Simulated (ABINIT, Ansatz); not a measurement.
**DyAl3 (Pm-3m): zone-centre phonons**

Aim: the zone-centre modes of DyAl3 (Pm-3m).

Program: ABINIT 10.8.3. Level of theory: DFT PBEsol, scalar-relativistic, plane waves, PseudoDojo norm-conserving, 4f in core pseudopotentials (the lanthanide files made for PBE). Results are calculated unless marked as measured.

### Step 1. The structure

It takes space group Pm-3m (No. 221, cubic). Conventional cell: a = 4.229 Å, b = 4.229 Å, c = 4.229 Å, α = 90.00°, β = 90.00°, γ = 90.00°. Nearest to Dy lie 12 Al at 2.99 Å. Al has 4 Dy at 2.99 Å and 8 Al at 2.99 Å nearest. Farther neighbours are not listed.

### Step 2. A probe with smearing

A first run with smearing and empty bands tells whether the crystal has a gap, which decides between fixed occupations and smearing later on.

Input file probe.abi:

```
# ground state
tolvrs 1.0d-08
prtden 1
prtwf 1

# basis, mesh and filling
ecut 19.0
ixc -116133
ngkpt 4 4 4
nshiftk 1
shiftk 0.0 0.0 0.0
istwfk *1
occopt 7
tsmear 0.005
nband 17
nstep 100
diemac 9.0
prtebands 0
prtgsr 0
useylm 1

# cell and atoms
acell 3*1.0 Angstrom
rprim 
    4.22854253 0.0 0.0
    0.0 4.22854253 0.0
    0.0 0.0 4.22854253
ntypat 2
znucl 66 13
natom 4
typat 1 2 2 2
xred 
    0.0 0.0 0.0
    0.0 0.5 0.5
    0.5 0.0 0.5
    0.5 0.5 0.0
pp_dirpath "./pseudo"
pseudos "Dy.upf, Al.upf"
```

Launch:

```sh
OMP_NUM_THREADS=1 mpirun -n 4 abinit probe.abi > probe.log
```

Numbers of over 12 decimals in the logs are rounded to 6 here.

probe.abo, the main output file:

```text
[banners, grids, parts of the stress and lines that vanish by symmetry left out]
- input  file    -> probe.abi
- output file    -> probe.abo
- root for input  files -> probei
[...]
Symmetries : space group Pm -3 m (#221); Bravais cP (primitive cubic)
[...]
mpw =        2040          nfft =       32768          nkpt =          10
[...]
== DATASET  1 ==================================================================
[...]
cutoff_energies: {ecut:  19.0, pawecutdg:  -1.0, }
[...]
ETOT  1  -50.305222438617    -5.031E+01 2.657E-02 2.645E+01
 ETOT  2  -50.325579502056    -2.036E-02 1.153E-03 2.227E+00
 ETOT  3  -50.326230724427    -6.512E-04 8.310E-04 7.086E-02
 ETOT  4  -50.326252344366    -2.162E-05 3.881E-04 5.289E-04
 ETOT  5  -50.326252535354    -1.910E-07 4.303E-04 3.523E-06
 ETOT  6  -50.326252536329    -9.748E-10 3.183E-04 9.371E-09
 At SCF step    6       vres2   =  9.37E-09 < tolvrs=  1.00E-08 =>converged.
[...]
sigma(1 1)=  4.13216479E-05  sigma(3 2)=  0.00000000E+00
  sigma(2 2)=  4.13216479E-05  sigma(3 1)=  0.00000000E+00
  sigma(3 3)=  4.13216479E-05  sigma(2 1)=  0.00000000E+00
[...]
convergence: {deltae: -9.748E-10, res2:  9.371E-09, residm:  3.183E-04, diffor: null, }
etotal    :  -5.03262525E+01
[...]
sigma(1 1)=  4.13216479E-05  sigma(3 2)=  0.00000000E+00
  sigma(2 2)=  4.13216479E-05  sigma(3 1)=  0.00000000E+00
  sigma(3 3)=  4.13216479E-05  sigma(2 1)=  0.00000000E+00
[...]
- sigma(1 1)=  1.21572485E+00  sigma(3 2)=  0.00000000E+00
- sigma(2 2)=  1.21572485E+00  sigma(3 1)=  0.00000000E+00
- sigma(3 3)=  1.21572485E+00  sigma(2 1)=  0.00000000E+00
[...]
fcart     -0.0000000000E+00 -0.0000000000E+00 -0.0000000000E+00
           strten      4.1321647887E-05  4.1321647887E-05  4.1321647887E-05
================================================================================

[key lines of the parts left out:]
pressure_GPa:  -1.2157E+00
```

Wall time 4.8 s (4 MPI ranks of Arm Neoverse V1, shared host).

This step gave:

```yaml
volume_per_atom: 18.90 Å³
pressure: -1.216 GPa
gap_on_the_k_mesh: 0 eV
```

No gap opens on this mesh, so smearing is kept; the printed pressure holds the stress of the finite basis too.

### Step 3. Relaxation

The harmonic expansion needs vanishing forces, and a free crystal bears no stress, so cell and atoms are brought to rest. Stress is more sensitive to the basis than forces are: the last 3 Ha under the cutoff are smoothed with ecutsm, and the cutoff is raised above that of the later runs.

Input file relax.abi:

```
# relaxation
ionmov 2
optcell 2
dilatmx 1.08
ntime 40
tolmxf 1.0d-05
tolvrs 1.0d-14
prtwf 0
prtden 0
chksymtnons 0

# basis, mesh and filling
ecut 25.0
ecutsm 3.0
ixc -116133
ngkpt 8 8 8
nshiftk 1
shiftk 0.0 0.0 0.0
istwfk *1
occopt 6
tsmear 0.01
nband 17
nstep 100
diemac 1000000.0
prtebands 0
prtgsr 0
useylm 1

# cell and atoms
acell 3*1.0 Angstrom
rprim 
    4.22854253 0.0 0.0
    0.0 4.22854253 0.0
    0.0 0.0 4.22854253
ntypat 2
znucl 66 13
natom 4
typat 1 2 2 2
xred 
    0.0 0.0 0.0
    0.0 0.5 0.5
    0.5 0.0 0.5
    0.5 0.5 0.0
pp_dirpath "./pseudo"
pseudos "Dy.upf, Al.upf"
```

Launch:

```sh
OMP_NUM_THREADS=1 mpirun -n 4 abinit relax.abi > relax.log
```

relax.abo, the main output file:

```text
[banners, grids, parts of the stress and lines that vanish by symmetry left out]
- input  file    -> relax.abi
- output file    -> relax.abo
- root for input  files -> relaxi
[...]
Symmetries : space group Pm -3 m (#221); Bravais cP (primitive cubic)
[...]
mpw =        3887          nfft =       64000          nkpt =          35
[...]
== DATASET  1 ==================================================================
[...]
cutoff_energies: {ecut:  25.0, pawecutdg:  -1.0, }
[...]
ETOT  1  -50.308903056430    -5.031E+01 5.424E-02 5.349E+01
 ETOT  2  -50.332348196506    -2.345E-02 6.358E-03 3.670E-01
 ETOT  3  -50.332405286212    -5.709E-05 2.245E-03 2.614E-02
 ETOT  4  -50.332409041678    -3.755E-06 1.728E-03 4.167E-04
 ETOT  5  -50.332409111151    -6.947E-08 6.871E-04 7.379E-07
[...]
At SCF step    9       vres2   =  1.81E-15 < tolvrs=  1.00E-14 =>converged.
[...]
sigma(1 1)=  3.75238358E-05  sigma(3 2)=  0.00000000E+00
  sigma(2 2)=  3.75238358E-05  sigma(3 1)=  0.00000000E+00
  sigma(3 3)=  3.75238358E-05  sigma(2 1)=  0.00000000E+00
[...]
convergence: {deltae:  9.450E-13, res2:  1.812E-15, residm:  2.195E-04, diffor: null, }
etotal    :  -5.03324091E+01
[...]
ETOT  1  -50.332254379808    -5.033E+01 8.235E+00 1.389E+00
[...]
At SCF step    8       vres2   =  1.72E-15 < tolvrs=  1.00E-14 =>converged.
[...]
sigma(1 1)=  2.85142895E-05  sigma(3 2)=  0.00000000E+00
  sigma(2 2)=  2.85142895E-05  sigma(3 1)=  0.00000000E+00
  sigma(3 3)=  2.85142895E-05  sigma(2 1)=  0.00000000E+00
[...]
convergence: {deltae: -1.272E-12, res2:  1.716E-15, residm:  4.058E-04, diffor: null, }
etotal    :  -5.03324660E+01
[...]
ETOT  1  -50.330465500621    -5.033E+01 1.360E-03 1.362E+01
[...]
At SCF step    9       vres2   =  6.72E-17 < tolvrs=  1.00E-14 =>converged.
[...]
sigma(1 1)= -5.89596434E-07  sigma(3 2)=  0.00000000E+00
  sigma(2 2)= -5.89596434E-07  sigma(3 1)=  0.00000000E+00
  sigma(3 3)= -5.89596434E-07  sigma(2 1)=  0.00000000E+00
[...]
convergence: {deltae:  1.194E-12, res2:  6.716E-17, residm:  7.557E-05, diffor: null, }
etotal    :  -5.03325414E+01
[...]
ETOT  1  -50.332540597818    -5.033E+01 3.941E-05 5.409E-03
[...]
ETOT  6  -50.332541413193     1.428E-12 1.685E-05 3.003E-13
 ETOT  7  -50.332541413194    -1.776E-13 6.648E-05 8.008E-16
 At SCF step    7       vres2   =  8.01E-16 < tolvrs=  1.00E-14 =>converged.
[...]
sigma(1 1)=  8.75205945E-09  sigma(3 2)=  0.00000000E+00
  sigma(2 2)=  8.75205945E-09  sigma(3 1)=  0.00000000E+00
  sigma(3 3)=  8.75205945E-09  sigma(2 1)=  0.00000000E+00
[...]
convergence: {deltae: -1.776E-13, res2:  8.008E-16, residm:  6.648E-05, diffor: null, }
etotal    :  -5.03325414E+01
[...]
At Broyd/MD step   4, gradients are converged :
[...]
sigma(1 1)=  8.75205945E-09  sigma(3 2)=  0.00000000E+00
  sigma(2 2)=  8.75205945E-09  sigma(3 1)=  0.00000000E+00
  sigma(3 3)=  8.75205945E-09  sigma(2 1)=  0.00000000E+00
[...]
- sigma(1 1)=  2.57494479E-04  sigma(3 2)=  0.00000000E+00
- sigma(2 2)=  2.57494479E-04  sigma(3 1)=  0.00000000E+00
- sigma(3 3)=  2.57494479E-04  sigma(2 1)=  0.00000000E+00
[...]
fcart     -0.0000000000E+00 -0.0000000000E+00 -0.0000000000E+00
           strten      8.7520594513E-09  8.7520594487E-09  8.7520594496E-09
================================================================================

[key lines of the parts left out:]
pressure_GPa:  -2.5749E-04
Total energy (etotal) [Ha]= -5.03325414131936E+01
```

The job ended after 69 s (4 MPI ranks).

Step by step:

```csv
step,energy less that of the first step (eV),largest force (eV/Å),volume (Å³)
1,0.0000,0.0000,75.61
2,-0.0015,0.0000,75.35
3,-0.0036,0.0000,74.56
4,-0.0036,0.0000,74.58
```

```csv
"conventional cell, symmetrised",before,after,change
a (Å),4.229,4.209,-0.5 %
b (Å),4.229,4.209,-0.5 %
c (Å),4.229,4.209,-0.5 %
volume (Å³/atom),18.90,18.64,-1.4 %
```

Final coordinates:

```xyz
4
Lattice="4.2092 0.0000 0.0000 0.0000 4.2092 0.0000 0.0000 0.0000 4.2092" Properties=species:S:1:pos:R:3 pbc="T T T"
Dy    0.0000    0.0000    0.0000
Al    0.0000    2.1046    2.1046
Al    2.1046    0.0000    2.1046
Al    2.1046    2.1046    0.0000
```

This step gave:

| Item | Value |
| --- | --- |
| volume per atom | 18.64 Å³ |
| pressure | -2.57e-4 GPa |

The volume changes by -1.4 % in this run and stands -1.4 % from the first cell.

### Step 4. Ground state

The response is built on these wavefunctions, so the potential is converged far more tightly than an energy would need. Smearing stays on, as the first look found no gap above 0.3 eV.

Input file gs.abi:

```
# ground state
tolvrs 1.0d-16
prtden 1
prtwf 1

# basis, mesh and filling
ecut 19.0
ixc -116133
ngkpt 8 8 8
nshiftk 1
shiftk 0.0 0.0 0.0
istwfk *1
occopt 6
tsmear 0.01
nband 17
nstep 100
diemac 1000000.0
prtebands 0
prtgsr 0
useylm 1

# cell and atoms
acell 3*1.0 Angstrom
rprim 
    4.209224344 0.0 0.0
    0.0 4.209224344 0.0
    0.0 0.0 4.209224344
ntypat 2
znucl 66 13
natom 4
typat 1 2 2 2
xred 
    0.0 0.0 0.0
    0.0 0.5 0.5
    0.5 0.0 0.5
    0.5 0.5 0.0
pp_dirpath "./pseudo"
pseudos "Dy.upf, Al.upf"
```

Launch:

```sh
OMP_NUM_THREADS=1 mpirun -n 4 abinit gs.abi > gs.log
```

gs.abo, the main output file:

```text
[banners, grids, parts of the stress and lines that vanish by symmetry left out]
- input  file    -> gs.abi
- output file    -> gs.abo
- root for input  files -> gsi
[...]
Symmetries : space group Pm -3 m (#221); Bravais cP (primitive cubic)
[...]
mpw =        2012          nfft =       32768          nkpt =          35
[...]
== DATASET  1 ==================================================================
[...]
cutoff_energies: {ecut:  19.0, pawecutdg:  -1.0, }
[...]
ETOT  1  -50.307767921161    -5.031E+01 2.909E-02 2.802E+01
 ETOT  2  -50.331036573558    -2.327E-02 4.120E-03 1.529E-01
 ETOT  3  -50.331081752970    -4.518E-05 3.664E-03 1.062E-02
 ETOT  4  -50.331084647526    -2.895E-06 2.031E-03 1.979E-04
 ETOT  5  -50.331084711923    -6.440E-08 2.080E-03 4.322E-07
[...]
ETOT  9  -50.331084712097     1.215E-12 5.181E-04 8.018E-16
 ETOT 10  -50.331084712098    -1.506E-12 2.788E-04 9.001E-18
 At SCF step   10       vres2   =  9.00E-18 < tolvrs=  1.00E-16 =>converged.
[...]
sigma(1 1)=  2.46937316E-05  sigma(3 2)=  0.00000000E+00
  sigma(2 2)=  2.46937316E-05  sigma(3 1)=  0.00000000E+00
  sigma(3 3)=  2.46937316E-05  sigma(2 1)=  0.00000000E+00
[...]
convergence: {deltae: -1.506E-12, res2:  9.001E-18, residm:  2.788E-04, diffor: null, }
etotal    :  -5.03310847E+01
[...]
sigma(1 1)=  2.46937316E-05  sigma(3 2)=  0.00000000E+00
  sigma(2 2)=  2.46937316E-05  sigma(3 1)=  0.00000000E+00
  sigma(3 3)=  2.46937316E-05  sigma(2 1)=  0.00000000E+00
[...]
- sigma(1 1)=  7.26514666E-01  sigma(3 2)=  0.00000000E+00
- sigma(2 2)=  7.26514666E-01  sigma(3 1)=  0.00000000E+00
- sigma(3 3)=  7.26514666E-01  sigma(2 1)=  0.00000000E+00
[...]
fcart     -0.0000000000E+00 -0.0000000000E+00 -0.0000000000E+00
           strten      2.4693731569E-05  2.4693731569E-05  2.4693731569E-05
================================================================================

[key lines of the parts left out:]
pressure_GPa:  -7.2651E-01
```

Run time: 10 s. Hardware: 4 MPI ranks.

Numbers from this step:

| Item | Value |
| --- | --- |
| pressure | -0.7265 GPa |

The cell stands at -0.73 GPa: the relaxation ran with a smoothed and higher cutoff, and the difference is a stress of the finite basis.

(Continued in part 2 of 3.)

[Host names and launcher messages were left out of these logs when they were recorded.]

[Logs are printed without paths, hosts, clocks, repeated set-up lines and the standing remarks that a program may print on its own settings, such as how far it seeks lower states.]

[Hosts, paths, dates, database ids (printed as entryN), source tags and the programs' standing remarks are cut or masked in the printed files.]
